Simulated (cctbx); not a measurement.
# A disordered crystal of nominal NdTiPb

Cell a = 4.3750 Å, b = 4.3750 Å, c = 8.3440 Å, α = 90.00°, β = 90.00°, γ = 90.00°; space group P4/nmm (no. 129, origin choice 1); nominal formula NdTiPb.

Simulated single-crystal data (cctbx): synchrotron X-rays, λ = 0.7749 Å, to d = 0.8 Å, 50 % of the full sphere, strongest reflection 5000 counts, noise from counting, a 2 % proportional error and a noise floor of 8 counts (s.d.); no absorption, and some extinction, which the refinements don't model.

With every site full:

```text
Rint 0.032, 118 unique reflections to 0.80 A
cycle     R1     wR2    GooF  max shift (A)
   1  0.1253  0.2408  10.123   0.00058
   2  0.0355  0.0770   3.237   0.00000
final R1 0.0355 wR2 0.0770 GooF 3.237  parameters 8  data/parameter 14.8
atom        x        y        z      Ueq    occ   su(xyz)  su(Uiso or U11)
Pb1    0.00000  0.50000  0.77857   0.0048  1.000  0.00019  0.0005
Nd1    0.00000  0.50000  0.35179   0.0135  1.000  0.00028  0.0008
Ti1    0.50000  0.50000  0.00000   0.0107  1.000  0.00000  0.0025
difference map: max 2.96 min -4.10 rms 0.72
Q1    0.0000  0.5000  0.7479    2    2.98  0.26 A from Pb1
Q2    0.0000  0.5000  0.4919    2    1.61  1.17 A from Nd1
Q3    0.0000  0.3540  0.4697    8    1.21  1.17 A from Nd1
Q4    0.0000  0.4000  0.5899    8    1.16  1.63 A from Pb1
Q5    0.2344  0.2656  0.7674    8    1.09  1.45 A from Pb1
Q6    0.0000  0.0000  0.5000    2    0.95  2.51 A from Nd1
```

With the occupancies of the suspect sites free, each still typed as its main element:

```text
Rint 0.032, 118 unique reflections to 0.80 A
cycle     R1     wR2    GooF  max shift (A)
   1  0.0828  0.1578   6.664   0.00038
   3  0.0147  0.0296   1.250   0.00000
final R1 0.0147 wR2 0.0296 GooF 1.250  parameters 9  data/parameter 13.1
atom        x        y        z      Ueq    occ   su(xyz)  su(Uiso or U11)
Pb1    0.00000  0.50000  0.77852   0.0077  1.000  0.00007  0.0002
Nd1    0.00000  0.50000  0.35182   0.0072  0.835  0.00011  0.0004
Ti1    0.50000  0.50000  0.00000   0.0134  1.000  0.00000  0.0009
su of occupancy Nd1: 0.006
difference map: max 0.94 min -1.79 rms 0.30
Q1    0.1532  0.1532  0.5000    8    1.01  2.07 A from Nd1
Q2    0.1553  0.3447  0.3928    8    0.82  1.02 A from Nd1
Q3    0.0000  0.0000  0.0645    4    0.72  0.54 A from Ti1
Q4    0.0000  0.3222  0.4929    8    0.65  1.41 A from Nd1
Q5    0.0000  0.1724  0.6277    8    0.62  1.91 A from Pb1
Q6    0.2483  0.2517  0.1015    8    0.58  1.76 A from Ti1
```

**Question.** What is the disorder?

X-rays count electrons. Nd1 refines to 0.835(0.006), or 50.1 electrons; the site truly holds 0.85 Nd, 51.0 electrons, which is 0.850 of Nd. A value under 1 can't tell vacancies from a lighter guest, and one over 1 needs a heavier guest; chemistry or a second radiation must settle which. Occupancy correlates with U and the scale, so the match is approximate.

Freeing them takes R1 from 0.0355 to 0.0147 and GooF from 3.24 to 1.25.

The model is made up (kin elements in a known structure type, no relaxation), so it says nothing on whether the phase exists.

[Middle refinement cycles are left out of these outputs.]

[Logs are printed without paths, hosts, clocks, repeated set-up lines and the standing remarks that a program may print on its own settings, such as how far it seeks lower states.]
